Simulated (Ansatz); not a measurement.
## RbBiCl6: relaxing a made-up structure

This structure for RbBiCl6 is made up. Its elements were placed in a known structure type with a cell scaled to their sizes. What cell does the guess relax to, and how far off was it?

Main program and level: Ansatz 0.2.0; DFT, r2SCAN, plane-wave PAW, files of the set soft_1, scalar-relativistic, no spin, cell and ions relaxed at zero pressure; PAW set soft_1, in the first sound run; inputs show where later runs differ.

## (1) The structure

Symmetry: Fm-3m, No. 225, cubic system. Conventional cell: a = 10.322 Å, b = 10.322 Å, c = 10.322 Å, α = 90.00°, β = 90.00°, γ = 90.00°. Nearest to Bi lie 6 Cl at 2.27 Å. Nearest to Rb lie 6 Cl at 2.89 Å. Nearest to Cl lie 1 Bi at 2.27 Å and 1 Rb at 2.89 Å. Farther neighbours and most contacts between anions are not listed.

## (2) Relaxing cell and atoms

The guess takes its coordinates from another compound and its volume from a rule, so the cell and any free coordinates are relaxed together.

The input, input.yaml:

```yaml
crystal:
  lattice:
    - [0.0, 5.161, 5.161]
    - [5.161, 0.0, 5.161]
    - [5.161, 5.161, 0.0]
  atoms:
    - { symbol: Bi, position: [0.0, 0.0, 0.0] }
    - { symbol: Rb, position: [0.5, 0.5, 0.5] }
    - { symbol: Cl, position: [0.2198, 0.7802, 0.7802] }
    - { symbol: Cl, position: [0.7802, 0.2198, 0.7802] }
    - { symbol: Cl, position: [0.2198, 0.2198, 0.7802] }
    - { symbol: Cl, position: [0.7802, 0.2198, 0.2198] }
    - { symbol: Cl, position: [0.2198, 0.7802, 0.2198] }
    - { symbol: Cl, position: [0.7802, 0.7802, 0.2198] }
kpoints:
  mp_grid: { grid: [5, 5, 5] }
scf:
  occupations: { method: fermi_dirac, width: 0.05 }
hamiltonian:
  xc: r2scan
  pseudopotentials: { kind: paw, azcp: { folder: soft_1 } }
relax:
  f_tol: 0.015
  max_steps: 70
  cell: {}
output:
  forces: true
  stress: true
```

Launch:

```
ansatz run input.yaml --threads 4 --pin off --max-ram 10240MiB --backend cpu --events-out ev --progress --plain --runs-dir out
```

Numbers of over 12 decimals in the logs are rounded to 6 here.

The program printed:

```text
Engine: ansatz 0.2.0, aarch64-unknown-linux-gnu
Pseudopotentials: kind: paw
Pseudopotential: Bi, paw, valence charge 15, recommended cutoff 500 eV (meta_gga), soft_1/Bi.paw.azcp
Pseudopotential: Rb, paw, valence charge 9, recommended cutoff 500 eV (meta_gga), soft_1/Rb.paw.azcp
Pseudopotential: Cl, paw, valence charge 7, recommended cutoff 500 eV (meta_gga), soft_1/Cl.paw.azcp
Functional definition: r2SCAN
  parameter k0 = 0.174
  parameter k1 = 0.065
  parameter a1 = 4.9479
  exchange = r2scan_x(k0 = k0, k1 = k1, a1 = a1)
  correlation = r2scan_c
Crystal: 8 atoms, lattice volume = 274.936 Å³
Basis set: ecut = 500 eV, 6879 PW (Γ), exchange–correlation on 216×216×216 points (64 copies of the dense FFT grid, shifted against one another)
Bands: 41, of which v1, the nominal top of the filled ones, is band 33 counted from 1 (32 counted from 0)
Symmetry: 48 space group operations
Space group: Fm-3m (ITA 225), of the structure as read, at distance tolerance 6.5e-5 Å
k-points: 10 of 125
Non-local potential: Bi, projectors of the file, l = 0: 2, l = 1: 2, l = 2: 2, l = 3: 1
Non-local potential: Rb, projectors of the file, l = 0: 3, l = 1: 2, l = 2: 2
Non-local potential: Cl, projectors of the file, l = 0: 2, l = 1: 2, l = 2: 1
PAW form: soft (Blöchl's): semilocal exchange-correlation on the pseudo side does not see the compensation charge
PAW frozen core: Bi, regenerated for the run's functional (the file was generated under x = pbe(κ = 0.804, μ = 0.219515), c = pbe(β = 0.066725))
PAW frozen core: Rb, regenerated for the run's functional (the file was generated under x = pbe(κ = 0.804, μ = 0.219515), c = pbe(β = 0.066725))
PAW frozen core: Cl, regenerated for the run's functional (the file was generated under x = pbe(κ = 0.804, μ = 0.219515), c = pbe(β = 0.066725))
PAW one-centre angular grid: Bi, 590 points (default); XC on 160 Gauss nodes
PAW one-centre angular grid: Rb, 302 points (default); XC on 160 Gauss nodes
PAW one-centre angular grid: Cl, 302 points (default); XC on 160 Gauss nodes
Initial density: superposition of atomic densities (chi_scale 0.1, normalization cell, long waves kept (reshape's long-wave potential 0.01 eV rms))
Initial wavefunctions: pseudopotential atomic-orbital guess
Functional: x = r2scan, c = r2scan; τ floored in thin density (d = 2e-4 eV/Å³)
SCF iter   1: F=—  HF=-22199.028622 eV  |F-HF|=—  |Δ(HF+E_count)|=         —  Δρ=2.88e-2  dr2=3.80e0  dr2_τ=1.18e-1  ethr=3.10e-3  ⟨swp⟩=8.5  Hψ=2223  notcnv=0  defer=4
preconditioner: auto → Resta (q_TF=auto, 2.151 Å⁻¹)  ε∞=2.6  [insulator: Δε(μ)=2.462 eV  Ē_g=13.075 eV  σ=0.050 eV  W_gap=1.00  n_scr=58 (ndim 8)  ℏωp=16.5 eV  f_vac=0.238  D(μ)=0.00/eV (n_scr^D=0)  ε∞_Penn≈2.6]
SCF iter   2: F=—  HF=-22197.974489 eV  |F-HF|=—  |Δ(HF+E_count)|=    1.05e0  Δρ=1.45e-2  dr2=8.52e-1  dr2_τ=1.91e-2  ethr=3.10e-3  ⟨swp⟩=4.0  Hψ=953  notcnv=0  defer=26
SCF iter   3: F=—  HF=-22197.717247 eV  |F-HF|=—  |Δ(HF+E_count)|=   2.57e-1  Δρ=3.37e-3  dr2=5.30e-2  dr2_τ=3.36e-3  ethr=1.29e-3  ⟨swp⟩=4.1  Hψ=854  notcnv=0  defer=6
automatic band count: iteration 3 solves 39 bands in place of 41: the levels show a gap, and the empty bands left out lie too high to hold charge; the band table lists the bands solved (type scf.n_extra_bands for more)
SCF iter   4: F=—  HF=-22197.716868 eV  |F-HF|=—  |Δ(HF+E_count)|=   3.78e-4  Δρ=1.21e-3  dr2=6.96e-3  dr2_τ=3.38e-4  ethr=8.02e-5  ⟨swp⟩=3.5  Hψ=729  notcnv=0  defer=8
SCF iter   5: F=—  HF=-22197.718772 eV  |F-HF|=—  |Δ(HF+E_count)|=   1.90e-3  Δρ=2.59e-4  dr2=4.27e-4  dr2_τ=1.67e-5  ethr=1.05e-5  ⟨swp⟩=2.1  Hψ=671  notcnv=0  defer=10
SCF iter   6: F=—  HF=-22197.719439 eV  |F-HF|=—  |Δ(HF+E_count)|=   6.67e-4  Δρ=9.91e-5  dr2=5.75e-5  dr2_τ=2.69e-6  ethr=6.47e-7  ⟨swp⟩=2.2  Hψ=720  notcnv=0  defer=10
SCF iter   7: F=—  HF=-22197.719570 eV  |F-HF|=—  |Δ(HF+E_count)|=   1.31e-4  Δρ=2.14e-5  dr2=2.61e-6  dr2_τ=8.05e-8  ethr=8.71e-8  ⟨swp⟩=2.5  Hψ=701  notcnv=0  defer=1
automatic band count: iteration 7 solves 38 bands in place of 39: the levels show a gap, and the empty bands left out lie too high to hold charge; the band table lists the bands solved (type scf.n_extra_bands for more)
SCF iter   8: F=-22197.719589 eV  HF=-22197.719588 eV  |F-HF|=5.95e-7  |Δ(HF+E_count)|=   1.84e-5  Δρ=5.16e-6  dr2=8.75e-8  dr2_τ=7.32e-9  ethr=1.52e-10  ⟨swp⟩=4.2  Hψ=1950  notcnv=0
SCF 1 converged in 8 iterations: F = -22197.719589 eV  dr2 = 8.75e-8
  greatest PAW one-centre occupation: 0.991 electrons in one spin orbital (limit 2), on the Bi atom at site 0 (counted from 0), in its partial waves of l = 2
relax step   1: F+E_penalty+E_count = -22197.71958903 eV  Δ(F+E_penalty+E_count) = +0.000e0 eV  max|allowed force component| = 3.410e0 eV/Å  Δτ_max = 0.0000 Å  P = +13.207 GPa  Ω = 274.936 Å³  (8 SCF iters, dr2 threshold 1.00e-7 eV, accepted)
Crystal: 8 atoms, lattice volume = 317.058 Å³
Basis set: ecut = 500 eV, 7991 PW (Γ), exchange–correlation on 216×216×216 points (64 copies of the dense FFT grid, shifted against one another)
Initial density: handed on by an earlier stage of this run
Initial wavefunctions: those handed on with the density
iter 1 solved again at ethr=3.35e-4 eV; its pass at ethr=3.10e-3 eV (dr2=2.21e-1 eV) is discarded
SCF iter   1: F=—  HF=-22198.472018 eV  |F-HF|=—  |Δ(HF+E_count)|=         —  Δρ=7.54e-3  dr2=2.21e-1  dr2_τ=1.18e0  ethr=3.35e-4  ⟨swp⟩=1.2  Hψ=2441  notcnv=0
automatic band count: iteration 1 solves 38 bands in place of 41: the levels show a gap, and the empty bands left out lie too high to hold charge; the band table lists the bands solved (type scf.n_extra_bands for more)
preconditioner: auto → Resta (q_TF=auto, 2.100 Å⁻¹)  ε∞=3.0  [insulator: Δε(μ)=1.103 eV  Ē_g=10.915 eV  σ=0.050 eV  W_gap=1.00  n_scr=58 (ndim 8)  ℏωp=15.3 eV  f_vac=0.324  D(μ)=0.00/eV (n_scr^D=0)  ε∞_Penn≈3.0  vacuum switching on, ρ_ref=8.6e-3 e/Å³]
SCF iter   2: F=—  HF=-22200.198184 eV  |F-HF|=—  |Δ(HF+E_count)|=    1.73e0  Δρ=4.38e-3  dr2=9.57e-2  dr2_τ=1.62e-3  ethr=3.34e-4  ⟨swp⟩=4.0  Hψ=771  notcnv=0
SCF iter   3: F=—  HF=-22200.173092 eV  |F-HF|=—  |Δ(HF+E_count)|=   2.51e-2  Δρ=1.60e-3  dr2=1.42e-2  dr2_τ=6.09e-4  ethr=1.45e-4  ⟨swp⟩=3.9  Hψ=761  notcnv=0
SCF iter   4: F=—  HF=-22200.172031 eV  |F-HF|=—  |Δ(HF+E_count)|=   1.06e-3  Δρ=5.06e-4  dr2=1.64e-3  dr2_τ=5.37e-5  ethr=2.14e-5  ⟨swp⟩=2.3  Hψ=677  notcnv=0
SCF iter   5: F=—  HF=-22200.172398 eV  |F-HF|=—  |Δ(HF+E_count)|=   3.67e-4  Δρ=2.11e-4  dr2=2.39e-4  dr2_τ=1.17e-5  ethr=2.48e-6  ⟨swp⟩=2.4  Hψ=721  notcnv=0
SCF iter   6: F=—  HF=-22200.172355 eV  |F-HF|=—  |Δ(HF+E_count)|=   4.34e-5  Δρ=3.36e-5  dr2=3.53e-6  dr2_τ=1.95e-7  ethr=3.62e-7  ⟨swp⟩=2.8  Hψ=807  notcnv=0
SCF iter   7: F=-22200.172360 eV  HF=-22200.172360 eV  |F-HF|=2.28e-8  |Δ(HF+E_count)|=   5.79e-6  Δρ=1.08e-5  dr2=3.84e-7  dr2_τ=2.36e-8  ethr=1.21e-9  ⟨swp⟩=5.0  Hψ=1584  notcnv=0
SCF 2 converged in 7 iterations: F = -22200.172360 eV  dr2 = 3.84e-7
  greatest PAW one-centre occupation: 0.990 electrons in one spin orbital (limit 2), on the Bi atom at site 0 (counted from 0), in its partial waves of l = 2
relax step   2: F+E_penalty+E_count = -22200.17236036 eV  Δ(F+E_penalty+E_count) = -2.453e0 eV  max|allowed force component| = 4.447e-1 eV/Å  Δτ_max = 0.1005 Å  P = +1.866 GPa  Ω = 317.058 Å³  energy of the carried Pulay correction = -1.660e-3 eV  (7 SCF iters, dr2 threshold 8.00e-7 eV, accepted)
Crystal: 8 atoms, lattice volume = 363.377 Å³
Basis set: ecut = 500 eV, 9257 PW (Γ), exchange–correlation on 216×216×216 points (64 copies of the dense FFT grid, shifted against one another)
iter 1 solved again at ethr=4.35e-4 eV; its pass at ethr=3.10e-3 eV (dr2=2.87e-1 eV) is discarded
SCF iter   1: F=—  HF=-22198.673646 eV  |F-HF|=—  |Δ(HF+E_count)|=         —  Δρ=7.21e-3  dr2=2.85e-1  dr2_τ=1.01e0  ethr=4.35e-4  ⟨swp⟩=1.0  Hψ=2138  notcnv=0
automatic band count: iteration 1 solves 38 bands in place of 41: the levels show a gap, and the empty bands left out lie too high to hold charge; the band table lists the bands solved (type scf.n_extra_bands for more)
preconditioner: auto → Resta (q_TF=auto, 2.053 Å⁻¹)  ε∞=2.7  [insulator: Δε(μ)=1.236 eV  Ē_g=10.906 eV  σ=0.050 eV  W_gap=1.00  n_scr=58 (ndim 8)  ℏωp=14.3 eV  f_vac=0.368  D(μ)=0.00/eV (n_scr^D=0)  ε∞_Penn≈2.7  vacuum switching on, ρ_ref=8.6e-3 e/Å³]
SCF iter   2: F=—  HF=-22200.600839 eV  |F-HF|=—  |Δ(HF+E_count)|=    1.93e0  Δρ=3.17e-3  dr2=2.57e-2  dr2_τ=2.72e-3  ethr=4.31e-4  ⟨swp⟩=4.0  Hψ=841  notcnv=0
SCF iter   3: F=—  HF=-22200.604593 eV  |F-HF|=—  |Δ(HF+E_count)|=   3.75e-3  Δρ=1.64e-3  dr2=6.67e-3  dr2_τ=2.30e-4  ethr=3.90e-5  ⟨swp⟩=2.0  Hψ=678  notcnv=0
SCF iter   4: F=—  HF=-22200.605840 eV  |F-HF|=—  |Δ(HF+E_count)|=   1.25e-3  Δρ=3.31e-4  dr2=6.21e-4  dr2_τ=5.74e-5  ethr=1.01e-5  ⟨swp⟩=2.0  Hψ=640  notcnv=0
SCF iter   5: F=—  HF=-22200.605715 eV  |F-HF|=—  |Δ(HF+E_count)|=   1.25e-4  Δρ=1.23e-4  dr2=5.94e-5  dr2_τ=4.27e-6  ethr=9.41e-7  ⟨swp⟩=2.5  Hψ=730  notcnv=0
SCF iter   6: F=—  HF=-22200.605733 eV  |F-HF|=—  |Δ(HF+E_count)|=   1.78e-5  Δρ=2.66e-5  dr2=2.92e-6  dr2_τ=3.14e-7  ethr=9.00e-8  ⟨swp⟩=2.6  Hψ=810  notcnv=0
SCF iter   7: F=—  HF=-22200.605736 eV  |F-HF|=—  |Δ(HF+E_count)|=   3.13e-6  Δρ=1.26e-5  dr2=1.24e-6  dr2_τ=4.64e-8  ethr=1.21e-9  ⟨swp⟩=5.0  Hψ=1560  notcnv=0
SCF iter   8: F=-22200.605736 eV  HF=-22200.605736 eV  |F-HF|=1.69e-8  |Δ(HF+E_count)|=   4.72e-8  Δρ=3.06e-6  dr2=5.61e-8  dr2_τ=2.67e-9  ethr=1.21e-9  ⟨swp⟩=5.0  Hψ=1490  notcnv=0
SCF 3 converged in 8 iterations: F = -22200.605736 eV  dr2 = 5.61e-8
relax step   3: F+E_penalty+E_count = -22200.60573604 eV  Δ(F+E_penalty+E_count) = -4.334e-1 eV  max|allowed force component| = 6.886e-2 eV/Å  Δτ_max = 0.1124 Å  P = +0.603 GPa  Ω = 363.377 Å³  energy of the carried Pulay correction = -3.236e-3 eV  (8 SCF iters, dr2 threshold 8.00e-7 eV, accepted)
Crystal: 8 atoms, lattice volume = 374.728 Å³
Basis set: ecut = 500 eV, 9505 PW (Γ), exchange–correlation on 216×216×216 points (64 copies of the dense FFT grid, shifted against one another)
iter 1 solved again at ethr=8.42e-6 eV; its pass at ethr=3.10e-3 eV (dr2=5.56e-3 eV) is discarded
SCF iter   1: F=—  HF=-22200.537726 eV  |F-HF|=—  |Δ(HF+E_count)|=         —  Δρ=1.03e-3  dr2=5.28e-3  dr2_τ=2.82e-2  ethr=8.42e-6  ⟨swp⟩=2.0  Hψ=2061  notcnv=0
automatic band count: iteration 1 solves 38 bands in place of 41: the levels show a gap, and the empty bands left out lie too high to hold charge; the band table lists the bands solved (type scf.n_extra_bands for more)
preconditioner: auto → Resta (q_TF=auto, 2.043 Å⁻¹)  ε∞=2.7  [insulator: Δε(μ)=1.117 eV  Ē_g=10.888 eV  σ=0.050 eV  W_gap=1.00  n_scr=58 (ndim 8)  ℏωp=14.1 eV  f_vac=0.374  D(μ)=0.00/eV (n_scr^D=0)  ε∞_Penn≈2.7  vacuum switching on, ρ_ref=8.6e-3 e/Å³]
SCF iter   2: F=—  HF=-22200.630589 eV  |F-HF|=—  |Δ(HF+E_count)|=   9.29e-2  Δρ=5.68e-4  dr2=1.56e-3  dr2_τ=3.49e-5  ethr=8.00e-6  ⟨swp⟩=2.8  Hψ=770  notcnv=0
SCF iter   3: F=—  HF=-22200.630609 eV  |F-HF|=—  |Δ(HF+E_count)|=   2.00e-5  Δρ=2.30e-4  dr2=4.51e-4  dr2_τ=2.41e-5  ethr=2.36e-6  ⟨swp⟩=3.0  Hψ=940  notcnv=0
SCF iter   4: F=—  HF=-22200.630476 eV  |F-HF|=—  |Δ(HF+E_count)|=   1.33e-4  Δρ=8.08e-5  dr2=2.58e-5  dr2_τ=1.85e-6  ethr=6.84e-7  ⟨swp⟩=3.0  Hψ=807  notcnv=0
SCF iter   5: F=—  HF=-22200.630490 eV  |F-HF|=—  |Δ(HF+E_count)|=   1.42e-5  Δρ=1.50e-5  dr2=8.62e-7  dr2_τ=6.53e-8  ethr=3.91e-8  ⟨swp⟩=2.0  Hψ=692  notcnv=0
SCF iter   6: F=-22200.630491 eV  HF=-22200.630491 eV  |F-HF|=2.56e-8  |Δ(HF+E_count)|=   1.21e-6  Δρ=4.08e-6  dr2=1.05e-7  dr2_τ=6.23e-9  ethr=1.21e-9  ⟨swp⟩=5.0  Hψ=1572  notcnv=0
SCF 4 converged in 6 iterations: F = -22200.630491 eV  dr2 = 1.05e-7
relax step   4: F+E_penalty+E_count = -22200.63049122 eV  Δ(F+E_penalty+E_count) = -2.476e-2 eV  max|allowed force component| = 3.584e-2 eV/Å  Δτ_max = 0.0166 Å  P = +0.280 GPa  Ω = 374.728 Å³  energy of the carried Pulay correction = -3.588e-3 eV  (6 SCF iters, dr2 threshold 8.00e-7 eV, accepted)
Crystal: 8 atoms, lattice volume = 388.066 Å³
Basis set: ecut = 500 eV, 9841 PW (Γ), exchange–correlation on 216×216×216 points (64 copies of the dense FFT grid, shifted against one another)
iter 1 solved again at ethr=1.14e-5 eV; its pass at ethr=3.10e-3 eV (dr2=7.51e-3 eV) is discarded
SCF iter   1: F=—  HF=-22200.507000 eV  |F-HF|=—  |Δ(HF+E_count)|=         —  Δρ=1.20e-3  dr2=7.26e-3  dr2_τ=3.92e-2  ethr=1.14e-5  ⟨swp⟩=2.0  Hψ=2059  notcnv=0
automatic band count: iteration 1 solves 38 bands in place of 41: the levels show a gap, and the empty bands left out lie too high to hold charge; the band table lists the bands solved (type scf.n_extra_bands for more)
preconditioner: auto → Resta (q_TF=auto, 2.031 Å⁻¹)  ε∞=2.6  [insulator: Δε(μ)=1.101 eV  Ē_g=10.826 eV  σ=0.050 eV  W_gap=1.00  n_scr=58 (ndim 8)  ℏωp=13.9 eV  f_vac=0.386  D(μ)=0.00/eV (n_scr^D=0)  ε∞_Penn≈2.6  vacuum switching on, ρ_ref=8.5e-3 e/Å³]
SCF iter   2: F=—  HF=-22200.638132 eV  |F-HF|=—  |Δ(HF+E_count)|=   1.31e-1  Δρ=6.56e-4  dr2=1.96e-3  dr2_τ=5.08e-5  ethr=1.10e-5  ⟨swp⟩=3.1  Hψ=776  notcnv=0
SCF iter   3: F=—  HF=-22200.638170 eV  |F-HF|=—  |Δ(HF+E_count)|=   3.80e-5  Δρ=2.53e-4  dr2=4.86e-4  dr2_τ=3.01e-5  ethr=2.97e-6  ⟨swp⟩=2.2  Hψ=700  notcnv=0
SCF iter   4: F=—  HF=-22200.638104 eV  |F-HF|=—  |Δ(HF+E_count)|=   6.54e-5  Δρ=9.22e-5  dr2=3.23e-5  dr2_τ=2.65e-6  ethr=7.36e-7  ⟨swp⟩=2.8  Hψ=776  notcnv=0
SCF iter   5: F=—  HF=-22200.638068 eV  |F-HF|=—  |Δ(HF+E_count)|=   3.65e-5  Δρ=1.75e-5  dr2=1.20e-6  dr2_τ=9.04e-8  ethr=4.90e-8  ⟨swp⟩=2.0  Hψ=690  notcnv=0
SCF iter   6: F=-22200.638070 eV  HF=-22200.638070 eV  |F-HF|=1.19e-8  |Δ(HF+E_count)|=   1.81e-6  Δρ=5.01e-6  dr2=1.67e-7  dr2_τ=9.00e-9  ethr=2.96e-10  ⟨swp⟩=5.8  Hψ=1625  notcnv=0
SCF 5 converged in 6 iterations: F = -22200.638070 eV  dr2 = 1.67e-7
relax step   5: F+E_penalty+E_count = -22200.63806968 eV  Δ(F+E_penalty+E_count) = -7.578e-3 eV  max|allowed force component| = 7.089e-3 eV/Å  Δτ_max = 0.0200 Å  P = -0.007 GPa  Ω = 388.066 Å³  energy of the carried Pulay correction = -3.987e-3 eV  (6 SCF iters, dr2 threshold 1.95e-7 eV, accepted)
Basis set: ecut = 500 eV, 9841 PW (Γ), exchange–correlation on 240×240×240 points (64 copies of the dense FFT grid, shifted against one another)
Initial wavefunctions: pseudopotential atomic-orbital guess (no wavefunctions were taken with the density)
iter 1 solved again at ethr=4.44e-6 eV; its pass at ethr=3.10e-3 eV (dr2=2.93e-3 eV) is discarded
SCF iter   1: F=—  HF=-22200.638945 eV  |F-HF|=—  |Δ(HF+E_count)|=         —  Δρ=2.84e-4  dr2=3.39e-5  dr2_τ=1.55e-4  ethr=4.44e-6  ⟨swp⟩=3.8  Hψ=3305  notcnv=0
eigensolver tolerance schedule: the retry pair's looser diagonalisation over-reported the residual by 85.43 of it (diagonalisation noise at 0.14 of the residual, at the tolerance the schedule requests for it); recorded, not acted on — ethr = c·dr2/N_el stays at c = 1.0e-1
preconditioner: auto → Resta (q_TF=auto, 2.031 Å⁻¹)  ε∞=2.3  [insulator: Δε(μ)=1.083 eV  Ē_g=12.018 eV  σ=0.050 eV  W_gap=1.00  n_scr=58 (ndim 8)  ℏωp=13.9 eV  f_vac=0.385  D(μ)=0.00/eV (n_scr^D=0)  ε∞_Penn≈2.3  vacuum switching on, ρ_ref=1.0e-2 e/Å³]
SCF iter   2: F=—  HF=-22200.645109 eV  |F-HF|=—  |Δ(HF+E_count)|=   6.16e-3  Δρ=1.47e-4  dr2=8.81e-6  dr2_τ=1.64e-5  ethr=5.14e-8  ⟨swp⟩=2.1  Hψ=815  notcnv=0
SCF iter   3: F=—  HF=-22200.645581 eV  |F-HF|=—  |Δ(HF+E_count)|=   4.72e-4  Δρ=2.28e-5  dr2=8.79e-7  dr2_τ=4.05e-7  ethr=1.34e-8  ⟨swp⟩=2.0  Hψ=802  notcnv=0
SCF iter   4: F=—  HF=-22200.645246 eV  |F-HF|=—  |Δ(HF+E_count)|=   3.35e-4  Δρ=4.80e-6  dr2=8.09e-8  dr2_τ=5.43e-9  ethr=1.33e-9  ⟨swp⟩=2.0  Hψ=640  notcnv=0
SCF iter   5: F=—  HF=-22200.645246 eV  |F-HF|=—  |Δ(HF+E_count)|=   1.05e-7  Δρ=9.41e-7  dr2=8.07e-9  dr2_τ=4.21e-10  ethr=1.23e-10  ⟨swp⟩=2.0  Hψ=740  notcnv=0
SCF iter   6: F=—  HF=-22200.645246 eV  |F-HF|=—  |Δ(HF+E_count)|=   1.48e-9  Δρ=4.06e-7  dr2=6.75e-10  dr2_τ=6.42e-11  ethr=1.22e-11  ⟨swp⟩=2.0  Hψ=523  notcnv=0
SCF iter   7: F=—  HF=-22200.645246 eV  |F-HF|=—  |Δ(HF+E_count)|=  3.06e-10  Δρ=1.77e-7  dr2=2.21e-10  dr2_τ=9.08e-12  ethr=1.00e-12  ⟨swp⟩=6.0  Hψ=1790  notcnv=0
SCF iter   8: F=-22200.645246 eV  HF=-22200.645246 eV  |F-HF|=1.46e-11  |Δ(HF+E_count)|=  5.09e-11  Δρ=6.31e-8  dr2=2.90e-11  dr2_τ=4.10e-13  ethr=1.00e-12  ⟨swp⟩=5.0  Hψ=1516  notcnv=0
SCF 6 converged in 8 iterations: F = -22200.645246 eV  dr2 = 2.90e-11
relax step   6: F+E_penalty+E_count = -22200.64524639 eV  Δ(F+E_penalty+E_count) = -7.177e-3 eV  max|allowed force component| = 6.622e-3 eV/Å  Δτ_max = 0.0000 Å  P = +0.001 GPa  Ω = 388.066 Å³  stress off target by 7.69e-4 GPa  SCF on the basis re-selected at this cell (its energy is not comparable with the rows above)  (8 SCF iters)
basis re-selected at this cell: Δ(F+E_penalty+E_count) = -7.177e-3 eV, ΔP = +0.008 GPa vs the last step (what re-selecting the basis moved, of the pressure what is left beyond the Pulay correction that the steps carried, after the strain that the cell walked since its last selection, with what the two solves' SCF thresholds leave and, on support functions, any second-order correction that the steps lacked; it is no measure of the basis error at this ecutwfc). The dense FFT grid was sized anew with the basis: this SCF ran on 60×60×60 points, the steps before it on 54×54×54, so part of this shift can come from that change (see relax.cell in the input reference). [rest of the remark cut]
SCF converged after 8 iterations
Free energy (F): -22200.645246 eV
Harris-Foulkes:  -22200.645246 eV  (|F-HF|=1.46e-11)
Internal energy: -22200.645239 eV  (E = F + TS)
E sigma→0 (E₀):  -22200.645242 eV
Entropy (-TS):   -0.000008 eV (-0.001 meV/atom)
Fermi energy:    -1.730786 eV
--- Per-component energies (eV) ---
  E_band       = -710.972817
  E_kinetic    = 1344.736453
  E_local      = -6146.574527  (includes V_loc(G=0)·N_el)
  E_nonlocal   = 784.950116
  E_hartree    = 2327.435856
  E_xc         = -873.306372
  E_vxc        = -1041.789305  (∫ρ·V_xc dr)
  E_paw        = -17335.974053  (= ΣΔE_a)
  E_vpaw       = -365.596523  (= ΣTr[D̂ρ^β])
  E_aug_tail   = 0.000248  (compensation charges beyond the density's cutoff)
  E_vtau       = 58.429220  (kinetic-family band-sum trace: ∫τ·v_τ [+ j·A + Jᵃ·Aᵃ] dr)
  E_ewald      = -2301.822954
  E_core_change = -0.090006  (= ΣΔE_core)
  E_smearing   = -0.000008  (= −TS)
  E_closure    = -0.000000  (closes the sum)
  Σ components = -22200.645246   (vs F -22200.645246, Δ=0.00e0)
--- Forces (eV/Å), atoms counted from 1 ---
  atom   1  Bi    -0.00000000     0.00000000    -0.00000000
  atom   2  Rb    -0.00000000     0.00000000    -0.00000000
  atom   3  Cl    -0.00662166    -0.00000000    -0.00000000
  atom   4  Cl    -0.00000000    -0.00662166    -0.00000000
  atom   5  Cl     0.00000000    -0.00000000     0.00662166
  atom   6  Cl     0.00662166     0.00000000     0.00000000
  atom   7  Cl     0.00000000     0.00662166     0.00000000
  atom   8  Cl    -0.00000000     0.00000000    -0.00662166
  max |Σ_I F_I| component: 2.60e-18 eV/Å
--- Stress (GPa, compression-positive) ---
        0.000769      -0.000000      -0.000000
       -0.000000       0.000769      -0.000000
       -0.000000      -0.000000       0.000769
  P = ⅓ Tr σ = 0.0008 GPa (0.008 kbar)
--- Relaxed structure (5 steps of the walk, 5 accepted, 1 SCFs on fresh bases) ---
  F+E_penalty+E_count = -22200.64524639 eV   max|allowed force component| = 6.622e-3 eV/Å   (the final SCF, on the basis selected at the relaxed cell)
  cell:  # Å, volume = 388.0665 Å³
    - [0, 5.789291, 5.789291]
    - [5.789291, 0, 5.789291]
    - [5.789291, 5.789291, 0]
  atoms:
    - { symbol: Bi, position: [4.957793309563632e-18, -2.1847902720110927e-18, -1.0083647409281955e-18] }
    - { symbol: Rb, position: [0.5, 0.5, 0.5] }
    - { symbol: Cl, position: [0.215107, 0.784893, 0.784893] }
    - { symbol: Cl, position: [0.784893, 0.215107, 0.784893] }
    - { symbol: Cl, position: [0.215107, 0.215107, 0.784893] }
    - { symbol: Cl, position: [0.784893, 0.215107, 0.215107] }
    - { symbol: Cl, position: [0.215107, 0.784893, 0.215107] }
    - { symbol: Cl, position: [0.784893, 0.784893, 0.215107] }
```

The job ended after 27 s (4 threads of Arm Neoverse V2, shared host; peak memory 1.8 GiB).

(Continued in part 2 of 2.)

[Logs are printed without paths, hosts, clocks, repeated set-up lines and the standing remarks that a program may print on its own settings, such as how far it seeks lower states.]

[Hosts, paths, dates, database ids (printed as entryN), source tags and the programs' standing remarks are cut or masked in the printed files.]
